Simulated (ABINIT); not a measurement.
# Si3Os (Pm-3m): zone-centre phonons, part 3 of 3

Aim: the zone-centre modes of Si3Os (Pm-3m).

ABINIT 10.8.3; DFT LDA, scalar-relativistic, plane waves, PseudoDojo norm-conserving pseudopotentials.

So far. Step 4 (Relaxation): The volume changes by +0.4 % in this run and stands -8.3 % from the first cell. Step 6 (Zone-centre response): The acoustic modes at Γ come out as far as 2.1 cm⁻¹ from zero, where they should vanish, a small numerical error. The lowest optical mode is imaginary, 137i cm⁻¹, an instability at this level and on this k mesh. The relaxed cell has a = 3.733 Å (conventional setting).

The structure was built from a prototype and need not be the compound's stable phase.

**7. Modes with the sum rule**

anaddb reads the merged derivatives and imposes the acoustic sum rule.

anaddb.abi reads:

```
ddb_filepath "gamma_DDB"
output_file "anaddb.abo"
outdata_prefix "anaddb"
asr 1
chneut 1
enunit 2
eivec 1
nph1l 1
qph1l 0.0 0.0 0.0 1.0
```

mrgddb.in reads:

```
gamma_DDB
merged
2
dfpt_gammao_DDB
gso_DDB
```

On the command line:

```console
$ mrgddb < mrgddb.in > mrgddb.log
$ OMP_NUM_THREADS=1 anaddb anaddb.abi > anaddb.log
```

anaddb.abo, the main output file:

```text
-outvars_anaddb: echo values of input variables ----------------------

 Miscellaneous information :
      enunit         2
       eivec         1
         asr         1
 First list of wavevector (reduced coord.) :
       nph1l         1
       qph1l
                     0.00000000E+00  0.00000000E+00  0.00000000E+00    1.000E+00

================================================================================

 read the DDB information and perform some checks

  ==== Info on the Cryst% object ====
 Real(R)+Recip(G) space primitive vectors, cartesian coordinates (Bohr,Bohr^-1):
 R(1)=  7.0551333  0.0000000  0.0000000  G(1)=  0.1417408  0.0000000  0.0000000
 R(2)=  0.0000000  7.0551333  0.0000000  G(2)=  0.0000000  0.1417408  0.0000000
 R(3)=  0.0000000  0.0000000  7.0551333  G(3)=  0.0000000  0.0000000  0.1417408
 Unit cell volume ucvol=  3.5116860E+02 bohr^3
 Angles (23,13,12)=  9.00000000E+01  9.00000000E+01  9.00000000E+01 degrees
 Time-reversal symmetry is present
 Reduced atomic positions [iatom, xred, symbol]:
    1)    0.0000000  0.0000000  0.0000000  Os
    2)    0.0000000  0.5000000  0.5000000  Si
    3)    0.5000000  0.0000000  0.5000000  Si
    4)    0.5000000  0.5000000  0.0000000  Si

 DDB file with 3 blocks has been read.

================================================================================

 Treat the first list of vectors

  Phonon wavevector (reduced coordinates) :  0.00000  0.00000  0.00000
 Phonon energies in Hartree :
  -6.260258E-04 -6.260258E-04 -6.260258E-04  0.000000E+00  0.000000E+00
   0.000000E+00  5.995610E-04  5.995610E-04  5.995610E-04  1.343173E-03
   1.343173E-03  1.343173E-03
 Phonon energies in meV     :
- -1.703503E+01 -1.703503E+01 -1.703503E+01  0.000000E+00  0.000000E+00
-  0.000000E+00  1.631489E+01  1.631489E+01  1.631489E+01  3.654959E+01
-  3.654959E+01  3.654959E+01
 Phonon frequencies in cm-1    :
- -1.373968E+02 -1.373968E+02 -1.373968E+02  0.000000E+00  0.000000E+00
-  0.000000E+00  1.315884E+02  1.315884E+02  1.315884E+02  2.947923E+02
-  2.947923E+02  2.947923E+02
 Phonon frequencies in Thz     :
- -4.119052E+00 -4.119052E+00 -4.119052E+00  0.000000E+00  0.000000E+00
-  0.000000E+00  3.944922E+00  3.944922E+00  3.944922E+00  8.837651E+00
-  8.837651E+00  8.837651E+00
 Phonon energies in Kelvin  :
- -1.976833E+02 -1.976833E+02 -1.976833E+02  0.000000E+00  0.000000E+00
-  0.000000E+00  1.893264E+02  1.893264E+02  1.893264E+02  4.241404E+02
-  4.241404E+02  4.241404E+02

 Eigendisplacements
 (will be given, for each mode : in cartesian coordinates
   for each atom the real part of the displacement vector,
   then the imaginary part of the displacement vector - absolute values smaller than 1.0d-7 are set to zero)
  Mode number    1   Energy   -6.260258E-04
 Attention : low frequency mode.
   (Could be unstable or acoustic mode)
-  1  0.00000000E+00  0.00000000E+00 -8.87991746E-04
-     0.00000000E+00  0.00000000E+00  0.00000000E+00
-  2  0.00000000E+00  0.00000000E+00  1.40763113E-03
-     0.00000000E+00  0.00000000E+00  0.00000000E+00
-  3  0.00000000E+00  0.00000000E+00  1.40763113E-03
-     0.00000000E+00  0.00000000E+00  0.00000000E+00
-  4  0.00000000E+00  0.00000000E+00  3.19837209E-03
-     0.00000000E+00  0.00000000E+00  0.00000000E+00
  Mode number    2   Energy   -6.260258E-04
 Attention : low frequency mode.
   (Could be unstable or acoustic mode)
-  1  0.00000000E+00  8.87991746E-04  0.00000000E+00
-     0.00000000E+00  0.00000000E+00  0.00000000E+00
-  2  0.00000000E+00 -1.40763113E-03  0.00000000E+00
-     0.00000000E+00  0.00000000E+00  0.00000000E+00
-  3  0.00000000E+00 -3.19837209E-03  0.00000000E+00
-     0.00000000E+00  0.00000000E+00  0.00000000E+00
-  4  0.00000000E+00 -1.40763113E-03  0.00000000E+00
-     0.00000000E+00  0.00000000E+00  0.00000000E+00
  Mode number    3   Energy   -6.260258E-04
 Attention : low frequency mode.
   (Could be unstable or acoustic mode)
-  1  8.87991746E-04  0.00000000E+00  0.00000000E+00
-     0.00000000E+00  0.00000000E+00  0.00000000E+00
-  2 -3.19837209E-03  0.00000000E+00  0.00000000E+00
-     0.00000000E+00  0.00000000E+00  0.00000000E+00
-  3 -1.40763113E-03  0.00000000E+00  0.00000000E+00
-     0.00000000E+00  0.00000000E+00  0.00000000E+00
-  4 -1.40763113E-03  0.00000000E+00  0.00000000E+00
-     0.00000000E+00  0.00000000E+00  0.00000000E+00
  Mode number    4   Energy    0.000000E+00
 Attention : low frequency mode.
   (Could be unstable or acoustic mode)
-  1  0.00000000E+00  0.00000000E+00  1.41378417E-03
-     0.00000000E+00  0.00000000E+00  0.00000000E+00
-  2  0.00000000E+00  0.00000000E+00  1.41378486E-03
-     0.00000000E+00  0.00000000E+00  0.00000000E+00
-  3  0.00000000E+00  0.00000000E+00  1.41378486E-03
-     0.00000000E+00  0.00000000E+00  0.00000000E+00
-  4  0.00000000E+00  0.00000000E+00  1.41378517E-03
-     0.00000000E+00  0.00000000E+00  0.00000000E+00
  Mode number    5   Energy    0.000000E+00
 Attention : low frequency mode.
   (Could be unstable or acoustic mode)
-  1  0.00000000E+00 -1.41378417E-03  0.00000000E+00
-     0.00000000E+00  0.00000000E+00  0.00000000E+00
-  2  0.00000000E+00 -1.41378486E-03  0.00000000E+00
-     0.00000000E+00  0.00000000E+00  0.00000000E+00
-  3  0.00000000E+00 -1.41378517E-03  0.00000000E+00
-     0.00000000E+00  0.00000000E+00  0.00000000E+00
-  4  0.00000000E+00 -1.41378486E-03  0.00000000E+00
-     0.00000000E+00  0.00000000E+00  0.00000000E+00
  Mode number    6   Energy    0.000000E+00
 Attention : low frequency mode.
   (Could be unstable or acoustic mode)
-  1  1.41378417E-03  0.00000000E+00  0.00000000E+00
-     0.00000000E+00  0.00000000E+00  0.00000000E+00
-  2  1.41378517E-03  0.00000000E+00  0.00000000E+00
-     0.00000000E+00  0.00000000E+00  0.00000000E+00
-  3  1.41378486E-03  0.00000000E+00  0.00000000E+00
-     0.00000000E+00  0.00000000E+00  0.00000000E+00
-  4  1.41378486E-03  0.00000000E+00  0.00000000E+00
-     0.00000000E+00  0.00000000E+00  0.00000000E+00
  Mode number    7   Energy    5.995610E-04
-  1  0.00000000E+00  0.00000000E+00  0.00000000E+00
-     0.00000000E+00  0.00000000E+00  0.00000000E+00
-  2  0.00000000E+00  1.44760325E-07 -3.12509965E-03
-     0.00000000E+00  0.00000000E+00  0.00000000E+00
-  3  0.00000000E+00  0.00000000E+00  3.12509965E-03
-     0.00000000E+00  0.00000000E+00  0.00000000E+00
-  4  0.00000000E+00 -1.44760325E-07  0.00000000E+00
-     0.00000000E+00  0.00000000E+00  0.00000000E+00
  Mode number    8   Energy    5.995610E-04
-  1  0.00000000E+00  0.00000000E+00  0.00000000E+00
-     0.00000000E+00  0.00000000E+00  0.00000000E+00
-  2  0.00000000E+00  3.12509965E-03  1.44760283E-07
-     0.00000000E+00  0.00000000E+00  0.00000000E+00
-  3  0.00000000E+00  0.00000000E+00 -1.44760283E-07
-     0.00000000E+00  0.00000000E+00  0.00000000E+00
-  4  0.00000000E+00 -3.12509965E-03  0.00000000E+00
-     0.00000000E+00  0.00000000E+00  0.00000000E+00
  Mode number    9   Energy    5.995610E-04
-  1  0.00000000E+00  0.00000000E+00  0.00000000E+00
-     0.00000000E+00  0.00000000E+00  0.00000000E+00
-  2  0.00000000E+00  0.00000000E+00  0.00000000E+00
-     0.00000000E+00  0.00000000E+00  0.00000000E+00
-  3  3.12509966E-03  0.00000000E+00  0.00000000E+00
-     0.00000000E+00  0.00000000E+00  0.00000000E+00
-  4 -3.12509966E-03  0.00000000E+00  0.00000000E+00
-     0.00000000E+00  0.00000000E+00  0.00000000E+00
  Mode number   10   Energy    1.343173E-03
-  1  0.00000000E+00  0.00000000E+00  3.11306347E-04
-     0.00000000E+00  0.00000000E+00  0.00000000E+00
-  2  0.00000000E+00  0.00000000E+00 -2.40541781E-03
-     0.00000000E+00  0.00000000E+00  0.00000000E+00
-  3  0.00000000E+00  0.00000000E+00 -2.40541781E-03
-     0.00000000E+00  0.00000000E+00  0.00000000E+00
-  4  0.00000000E+00  0.00000000E+00  2.70261414E-03
-     0.00000000E+00  0.00000000E+00  0.00000000E+00
  Mode number   11   Energy    1.343173E-03
-  1  0.00000000E+00 -3.11306347E-04  0.00000000E+00
-     0.00000000E+00  0.00000000E+00  0.00000000E+00
-  2  0.00000000E+00  2.40541781E-03  0.00000000E+00
-     0.00000000E+00  0.00000000E+00  0.00000000E+00
-  3  0.00000000E+00 -2.70261414E-03  0.00000000E+00
-     0.00000000E+00  0.00000000E+00  0.00000000E+00
-  4  0.00000000E+00  2.40541781E-03  0.00000000E+00
-     0.00000000E+00  0.00000000E+00  0.00000000E+00
  Mode number   12   Energy    1.343173E-03
-  1  3.11306347E-04  0.00000000E+00  0.00000000E+00
-     0.00000000E+00  0.00000000E+00  0.00000000E+00
-  2  2.70261414E-03  0.00000000E+00  0.00000000E+00
-     0.00000000E+00  0.00000000E+00  0.00000000E+00
-  3 -2.40541781E-03  0.00000000E+00  0.00000000E+00
-     0.00000000E+00  0.00000000E+00  0.00000000E+00
-  4 -2.40541781E-03  0.00000000E+00  0.00000000E+00
-     0.00000000E+00  0.00000000E+00  0.00000000E+00

 Analysis of degeneracies and characters (maximum tolerance=1.00E-06 a.u.)
 For each vibration mode, or group of modes if degenerate,
 the characters are given for each symmetry operation (see the list in the log file).
 Symmetry characters of vibration mode #   1
       degenerate with vibration modes #   2 to    3
  3.0 -3.0 -1.0  1.0 -1.0  1.0 -1.0  1.0  1.0 -1.0 -1.0  1.0  1.0 -1.0 -1.0  1.0
 -0.0  0.0  0.0 -0.0  0.0 -0.0 -0.0  0.0  1.0 -1.0 -1.0  1.0 -1.0  1.0  1.0 -1.0
 -0.0  0.0  0.0 -0.0 -0.0  0.0  0.0 -0.0  1.0 -1.0  1.0 -1.0 -1.0  1.0 -1.0  1.0
 Symmetry characters of vibration mode #   4
       degenerate with vibration modes #   5 to    6
  3.0 -3.0 -1.0  1.0 -1.0  1.0 -1.0  1.0  1.0 -1.0 -1.0  1.0  1.0 -1.0 -1.0  1.0
  0.0 -0.0  0.0 -0.0 -0.0  0.0 -0.0  0.0  1.0 -1.0 -1.0  1.0 -1.0  1.0  1.0 -1.0
  0.0 -0.0 -0.0  0.0 -0.0  0.0  0.0 -0.0  1.0 -1.0  1.0 -1.0 -1.0  1.0 -1.0  1.0
 Symmetry characters of vibration mode #   7
       degenerate with vibration modes #   8 to    9
  3.0 -3.0 -1.0  1.0 -1.0  1.0 -1.0  1.0 -1.0  1.0  1.0 -1.0 -1.0  1.0  1.0 -1.0
  0.0 -0.0  0.0 -0.0 -0.0  0.0 -0.0  0.0 -1.0  1.0  1.0 -1.0  1.0 -1.0 -1.0  1.0
  0.0 -0.0 -0.0  0.0 -0.0  0.0  0.0 -0.0 -1.0  1.0 -1.0  1.0  1.0 -1.0  1.0 -1.0
 Symmetry characters of vibration mode #  10
       degenerate with vibration modes #  11 to   12
  3.0 -3.0 -1.0  1.0 -1.0  1.0 -1.0  1.0  1.0 -1.0 -1.0  1.0  1.0 -1.0 -1.0  1.0
  0.0 -0.0  0.0 -0.0 -0.0  0.0 -0.0  0.0  1.0 -1.0 -1.0  1.0 -1.0  1.0  1.0 -1.0
  0.0 -0.0 -0.0  0.0 -0.0  0.0  0.0 -0.0  1.0 -1.0  1.0 -1.0 -1.0  1.0 -1.0  1.0
-
```

It took 0.52 s on 1 thread of Arm Neoverse V2, shared host.

No LO-TO term; unit eigenvectors of the mass-weighted matrix, from anaddb's displacements. Modes at Γ, with each element's share of the kinetic energy (negative means imaginary):

| mode | frequency (cm⁻¹) | symmetry | Os % | Si % |
| --- | --- | --- | --- | --- |
| 1 | -137.4 | T1u | 27 | 73 |
| 2 | -137.4 | T1u | 27 | 73 |
| 3 | -137.4 | T1u | 27 | 73 |
| 4 | 0.0 | acoustic | 69 | 31 |
| 5 | 0.0 | acoustic | 69 | 31 |
| 6 | 0.0 | acoustic | 69 | 31 |
| 7 | 131.6 | T2u | 0 | 100 |
| 8 | 131.6 | T2u | 0 | 100 |
| 9 | 131.6 | T2u | 0 | 100 |
| 10 | 294.8 | T1u | 3 | 97 |
| 11 | 294.8 | T1u | 3 | 97 |
| 12 | 294.8 | T1u | 3 | 97 |

Displacements in mode 1 (-137.4 cm⁻¹), the largest set to 1:
```
Os1  0.00  0.00 -0.28
Si2  0.00  0.00  0.44
Si3  0.00  0.00  0.44
Si4  0.00  0.00  1.00
```

Displacements in mode 10 (294.8 cm⁻¹), the largest set to 1:
```
Os1  0.00  0.00  0.12
Si2  0.00  0.00 -0.89
Si3  0.00  0.00 -0.89
Si4  0.00  0.00  1.00
```

The rule moves no optical mode by more than 0.1 cm⁻¹.

**8. Outcome**

```yaml
space_group_after_relaxation: Pm-3m
volume_per_atom: 13.0 Å³
highest_optical_zone_centre_mode_no_lo_to_term: 294.8 cm⁻¹
lowest_optical_zone_centre_mode: -137.4 cm⁻¹
imaginary_optical_modes_at_the_zone_centre_no_q_mesh_in_this_session: yes
```

At the LDA level the optical modes of Si3Os (Pm-3m) at the zone centre run from 137i to 295 cm⁻¹, so the structure is a saddle point, with 3 modes beyond 10i cm⁻¹ there. These are harmonic frequencies at zero temperature: anharmonic shifts and linewidths and thermal expansion are left out. Spin-orbit coupling is left out, which can matter for the heavy elements here. In a metal the frequencies hang on the k mesh and the smearing, most of all near Kohn anomalies. The structure is a hypothetical one, built on a prototype.

[Host names and launcher messages were left out of these logs when they were recorded.]

[Logs are printed without paths, hosts, clocks, repeated set-up lines and the standing remarks that a program may print on its own settings, such as how far it seeks lower states.]

[Hosts, paths, dates, database ids (printed as entryN), source tags and the programs' standing remarks are cut or masked in the printed files.]
